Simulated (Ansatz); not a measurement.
# NaHgF3 (built on the sites of a database entry of KHgF3): from the cell to its phonons

Wanted: vibrations and spectra of NaHgF3 (built on the sites of a database entry of KHgF3); the cell is already relaxed.

Method: DFT PBEsol, scalar-relativistic, plane waves, norm-conserving pseudopotentials, in Ansatz 0.2.0.

The structure was built from a prototype and need not be the compound's stable phase.

## (1) Set-up

The structure is cubic, space group Pm-3m (No. 221). The conventional cell has a = 4.487 Å, b = 4.487 Å, c = 4.487 Å, α = 90.00°, β = 90.00°, γ = 90.00°. Na has 12 F at 3.17 Å nearest. Nearest to Hg lie 6 F at 2.24 Å. F has 2 Hg at 2.24 Å nearest. Farther neighbours and most contacts between anions are not listed.

As a file:

```cif
data_structure
_symmetry_space_group_name_H-M 'Pm-3m'
_symmetry_Int_Tables_number 221
_cell_length_a 4.4875
_cell_length_b 4.4875
_cell_length_c 4.4875
_cell_angle_alpha 90.000
_cell_angle_beta 90.000
_cell_angle_gamma 90.000
_cell_volume 90.37
loop_
_atom_site_label
_atom_site_type_symbol
_atom_site_symmetry_multiplicity
_atom_site_Wyckoff_symbol
_atom_site_fract_x
_atom_site_fract_y
_atom_site_fract_z
_atom_site_occupancy
Na1 Na 1 a 0.00000 0.00000 0.00000 1
Hg1 Hg 1 b 0.50000 0.50000 0.50000 1
F1 F 3 c 0.50000 0.50000 0.00000 1
```

## (2) Zone-centre response

The cell comes from relaxations at this level that are not shown. The zone centre is the only wavevector solved here; it holds the modes that light can see, as far as symmetry allows. No field response is asked.

File input.yaml:

```yaml
crystal:
  lattice:
    - [3.1727838361, -3.1731176919, 0.0]
    - [3.1727838361, 3.1731176919, 0.0]
    - [0.0, 0.0, 4.4879394888]
  atoms:
    - { symbol: Na, position: [0.0, 0.0, 0.5] }
    - { symbol: Hg, position: [0.5, 0.5, 0.0] }
    - { symbol: F, position: [0.5, 0.5, 0.5] }
    - { symbol: F, position: [0.5, 0.0, 0.0] }
    - { symbol: F, position: [0.0, 0.5, 0.0] }
kpoints:
  mp_grid: { grid: [8, 8, 8] }
hamiltonian:
  xc: pbesol
  pseudopotentials: { kind: nc }
scf:
  occupations: { method: gaussian, width: 0.01 }
output:
  eigenvalues: true
phonons:
  method: dfpt
```

On the command line:

```console
$ ansatz run input.yaml --threads 4 --pin off --max-ram 14336MiB --backend cpu --events-out ev --progress --plain --runs-dir out
```

Numbers of over 12 decimals in the logs are rounded to 6 here.

The program printed:

```text
zone centre: on kpoints.mp_grid the ground state, and the responses unless they are solved on pairs of k-points, stand on 170 of the mesh's 512 k-points, reduced under 4 symmetry operations, with k and −k counted as one. Each operation leaves every solved displacement unchanged or reverses it
Engine: ansatz 0.2.0, x86_64-unknown-linux-gnu
Pseudopotentials: kind: nc
Pseudopotential: Na, nc, valence charge 9, recommended cutoff 1197.300995 eV (normal), Na.nc.azcp (PseudoDojo's, or run here from an input of PseudoDojo's: the run reads no file of this project's for it)
Pseudopotential: Hg, nc, valence charge 20, recommended cutoff 897.975746 eV (normal), Hg.nc.azcp (PseudoDojo's, or run here from an input of PseudoDojo's: the run reads no file of this project's for it)
Pseudopotential: F, nc, valence charge 7, recommended cutoff 1142.878222 eV (normal), F.nc.azcp (PseudoDojo's, or run here from an input of PseudoDojo's: the run reads no file of this project's for it)
Functional definition: PBEsol
  exchange = pbesol_x
  correlation = pbesol_c
Crystal: 5 atoms, lattice volume = 90.366 Å³
Basis set: ecut = 1197.300995 eV, 8409 PW (Γ), exchange–correlation on 108×108×108 points (8 copies of the dense FFT grid, shifted against one another)
Bands: 30, of which v1, the nominal top of the filled ones, is band 25 counted from 1 (24 counted from 0)
Symmetry: 8 space group operations
k-points: 170 of 512 (irreducible under 4 space group operations)
Non-local potential: Na, projectors of the file, l = 0: 2, l = 1: 2
Non-local potential: Hg, projectors of the file, l = 0: 2, l = 1: 2, l = 2: 2, l = 3: 1
Non-local potential: F, projectors of the file, l = 0: 2, l = 1: 2, l = 2: 1
Initial density: superposition of atomic densities (chi_scale 0.1, normalization cell, long waves kept (reshape's long-wave potential 0.02 eV rms))
Initial wavefunctions: pseudopotential atomic-orbital guess
Functional: x = pbesol(κ = 0.804, μ = 0.123457), c = pbesol(β = 0.046)
SCF iter   1: F=—  HF=-7788.545815 eV  |F-HF|=—  |Δ(HF+E_count)|=         —  Δρ=1.86e-1  dr2=2.54e1  ethr=3.10e-3  ⟨swp⟩=7.5  Hψ=27163  notcnv=0
preconditioner: auto → LDOS  [insulator: Δε(μ)=0.032 eV  Ē_g=13.143 eV  σ=0.010 eV  W_gap=0.57  n_scr=26 (ndim 8)  ℏωp=22.8 eV  f_vac=0.237  D(μ)=4.38/eV (n_scr^D=32)  ε∞_Penn≈4.0  β→1.0]
SCF iter   2: F=—  HF=-7784.058042 eV  |F-HF|=—  |Δ(HF+E_count)|=    4.49e0  Δρ=1.36e-1  dr2=8.82e0  ethr=3.10e-3  ⟨swp⟩=4.1  Hψ=12725  notcnv=0  defer=162
preconditioner: auto → Resta (q_TF=auto, 2.472 Å⁻¹)  ε∞=3.2  [insulator: Δε(μ)=0.142 eV  Ē_g=16.510 eV  σ=0.010 eV  W_gap=1.00  n_scr=26 (ndim 8)  ℏωp=24.7 eV  f_vac=0.224  D(μ)=0.00/eV (n_scr^D=0)  ε∞_Penn≈3.2  β→0.5]
SCF iter   3: F=—  HF=-7780.661874 eV  |F-HF|=—  |Δ(HF+E_count)|=    3.40e0  Δρ=4.18e-2  dr2=8.14e-1  ethr=3.10e-3  ⟨swp⟩=3.9  Hψ=14265  notcnv=0  defer=170
SCF iter   4: F=—  HF=-7780.381541 eV  |F-HF|=—  |Δ(HF+E_count)|=   2.80e-1  Δρ=7.95e-3  dr2=6.16e-2  ethr=1.63e-3  ⟨swp⟩=2.4  Hψ=9339  notcnv=0  defer=170
SCF iter   5: F=—  HF=-7780.373374 eV  |F-HF|=—  |Δ(HF+E_count)|=   8.17e-3  Δρ=3.43e-3  dr2=1.14e-2  ethr=1.23e-4  ⟨swp⟩=2.4  Hψ=10007  notcnv=0  defer=173
SCF iter   6: F=—  HF=-7780.375504 eV  |F-HF|=—  |Δ(HF+E_count)|=   2.13e-3  Δρ=2.86e-3  dr2=5.10e-3  ethr=2.28e-5  ⟨swp⟩=3.1  Hψ=9060  notcnv=0  defer=170
SCF iter   7: F=—  HF=-7780.375259 eV  |F-HF|=—  |Δ(HF+E_count)|=   2.46e-4  Δρ=6.58e-4  dr2=2.60e-4  ethr=1.02e-5  ⟨swp⟩=2.8  Hψ=8693  notcnv=0  defer=170
SCF iter   8: F=—  HF=-7780.375610 eV  |F-HF|=—  |Δ(HF+E_count)|=   3.51e-4  Δρ=1.27e-4  dr2=1.46e-5  ethr=5.20e-7  ⟨swp⟩=2.2  Hψ=9823  notcnv=0  defer=170
SCF iter   9: F=—  HF=-7780.375651 eV  |F-HF|=—  |Δ(HF+E_count)|=   4.08e-5  Δρ=1.93e-5  dr2=2.32e-7  ethr=2.92e-8  ⟨swp⟩=2.0  Hψ=9071  notcnv=0  defer=170
SCF iter  10: F=—  HF=-7780.376036 eV  |F-HF|=—  |Δ(HF+E_count)|=   3.85e-4  Δρ=4.30e-6  dr2=9.79e-9  ethr=4.63e-10  ⟨swp⟩=2.0  Hψ=8862  notcnv=0  defer=170
SCF iter  11: F=—  HF=-7780.376036 eV  |F-HF|=—  |Δ(HF+E_count)|=   2.46e-8  Δρ=1.57e-6  dr2=1.20e-9  ethr=1.96e-11  ⟨swp⟩=2.0  Hψ=9147  notcnv=0  defer=170
SCF iter  12: F=—  HF=-7780.376036 eV  |F-HF|=—  |Δ(HF+E_count)|=  1.36e-10  Δρ=2.46e-7  dr2=2.86e-11  ethr=2.40e-12  ⟨swp⟩=2.0  Hψ=9161  notcnv=0  defer=170
SCF iter  13: F=-7780.376036 eV  HF=-7780.376036 eV  |F-HF|=2.73e-12  |Δ(HF+E_count)|=  7.28e-11  Δρ=5.59e-8  dr2=1.41e-12  ethr=1.00e-12  ⟨swp⟩=15.7  Hψ=35055  notcnv=0
the search or the solves at the SCF's close seem to have found levels that the self-consistency loop had missed (the run counts 1). By its estimate they hold under 1e-12 electrons; where the run keeps them, the occupations were computed again with them
SCF 1 converged in 13 iterations: F = -7780.376036 eV  dr2 = 1.41e-12
DFPT response loops at Γ: preconditioner auto → none (the input reference at scf.mixing.eps_inf says where Resta's filter doesn't serve); β = 0.50; Broyden in place of MSR1
SCF converged after 13 iterations
Free energy (F): -7780.376036 eV
Harris-Foulkes:  -7780.376036 eV  (|F-HF|=2.73e-12)
Internal energy: -7780.376036 eV  (E = F + TS)
E sigma→0 (E₀):  -7780.376036 eV
Fermi energy:    3.867319 eV
--- Per-component energies (eV) ---
  E_band       = -879.808931
  E_kinetic    = 3372.774748
  E_local      = -7987.217272  (includes V_loc(G=0)·N_el)
  E_nonlocal   = -453.879913
  E_hartree    = 2740.229434
  E_xc         = -1372.929502
  E_vxc        = -1291.945394  (∫ρ·V_xc dr)
  E_ewald      = -4079.353531
  E_smearing   = -0.000000  (= −TS)
  E_closure    = -0.000000  (closes the sum)
  Σ components = -7780.376036   (vs F -7780.376036, Δ=0.00e0)
--- Band table (eV; the first three rows and the last of 170) ---
  k-point 0: bands = [... 21 lower, 0.9309, 0.9750, 0.9756, 0.9758, 3.9828, 8.7644, 13.3239, 13.3257, ... 1 higher]
  k-point 1: bands = [... 21 lower, 0.9619, 1.0153, 1.0442, 1.0443, 4.3025, 8.8352, 12.3892, 13.3709, ... 1 higher]
  k-point 2: bands = [... 21 lower, 0.9524, 1.2287, 1.2288, 1.2909, 5.1427, 8.9206, 11.6601, 13.5171, ... 1 higher]
  k-point 169: bands = [... 21 lower, 1.4604, 1.4605, 3.7499, 3.7510, 9.5198, 9.9640, 11.2310, 11.2313, ... 1 higher]
--- Phonons (Γ-DFPT): 12 representative perturbations + reference, on 170 of 512 k-points (Σ response iterations 45) ---
  k mesh reduced under 4 symmetry operations, with k and −k counted as one. Each operation leaves every solved displacement unchanged or reverses it
  ASR residual: 2.115e-2 → 0.000e0 eV/Å²; symmetrization residual: 2.195e-5 eV/Å²
  ASR residual per site (eV/Å²): 2.11e-2 1.69e-4 1.44e-4 1.15e-4 1.15e-4
  Γ frequencies (cm⁻¹): -130.99 -130.98 -130.97 -97.73 -97.71 -97.66 0.00 0.00 0.00 92.12 92.13 92.14 408.05 408.40 408.42
  non-analytic LO–TO correction: not included (Born effective charges unavailable; polar crystals: no LO–TO splitting at Γ)
```

It took 7.8 min on 4 threads of Intel Xeon Platinum 8488C (Sapphire Rapids), shared host; peak memory 4.9 GiB.

Numbers from this step:

```yaml
gap_on_the_k_mesh: 0.2317 eV
volume_per_atom: 18.07 Å³
sum_rule_residual_before_enforcement: 0.02115 eV/Å²
point_group: mmm
highest_optical_mode_at_the_zone_centre_no_lo_to_term: 408.4 cm⁻¹
lowest_optical_zone_centre_mode: -131.0 cm⁻¹
```

Without the LO-TO term. Patterns of degenerate modes are one choice out of their space. Modes at Γ, with each element's share of the kinetic energy (negative means imaginary):

```
mode  frequency (cm⁻¹)  symmetry  Na %  Hg %  F %
   1            -131.0       T1u    58     0   42
   2            -131.0       T1u    58     0   42
   3            -131.0       T1u    58     0   42
   4             -97.7       T2u     0     0  100
   5             -97.7       T2u     0     0  100
   6             -97.7       T2u     0     0  100
   7               0.0  acoustic     8    71   20
   8               0.0  acoustic     8    71   20
   9               0.0  acoustic     8    71   20
  10              92.1       T1u    34    22   44
  11              92.1       T1u    34    22   44
  12              92.1       T1u    34    22   44
  13             408.1       T1u     0     6   94
  14             408.4       T1u     0     6   94
  15             408.4       T1u     0     6   94
```

Displacements in mode 2 (-131.0 cm⁻¹), the largest set to 1:
```
Na1  0.00  0.00  1.00
Hg2  0.00  0.00  0.02
F3   0.00  0.00 -0.07
F4   0.00  0.00 -0.66
F5   0.00  0.00 -0.66
```

Displacements in mode 14 (408.4 cm⁻¹), the largest set to 1:
```
Na1  0.03  0.00  0.00
Hg2  0.15  0.00  0.00
F3   0.14  0.00  0.00
F4  -0.86 -1.00  0.00
F5  -0.86  1.00  0.00
```

Before it was imposed, the acoustic sum rule was missed by 0.021 eV/Å². Small misses are needed for a sound result but don't prove that mesh and cutoff are converged. The lowest optical mode is imaginary, 131.0i cm⁻¹, so the energy falls along it.

## (3) What came out

```json
{"space group (within 0.01 Å)": "Pm-3m", "volume per atom": "18.1 Å³", "gap on the k-mesh": "0.232 eV", "highest optical mode at the zone centre (no LO-TO term)": "408 cm⁻¹", "lowest optical zone-centre mode": "-131 cm⁻¹", "imaginary modes at Γ (the only wavevector solved)": "yes"}
```

In words: A zone-centre mode is imaginary (131.0i cm⁻¹), so this structure is not a minimum of the energy. Without the field, the optical modes at Γ span -131 to 408 cm⁻¹ (negative means imaginary). No dispersion was computed. The highest mode in this list at Γ, 408.4 cm⁻¹, is mostly motion of F (94 % of the kinetic energy). The relaxed cell left the space group of the starting entry, even within 0.1 Å, so it may not be the phase that the entry, or a measurement on it, describes. Spin-orbit coupling is left out, which can matter for the heavy elements here. The starting cell was built on a prototype and not taken from a measurement, so the phase need not exist. These are harmonic frequencies at zero temperature: anharmonic shifts, linewidths and thermal expansion are left out.

[Logs are printed without paths, hosts, clocks, repeated set-up lines and the standing remarks that a program may print on its own settings, such as how far it seeks lower states.]

[Hosts, paths, dates, database ids (printed as entryN), source tags and the programs' standing remarks are cut or masked in the printed files.]
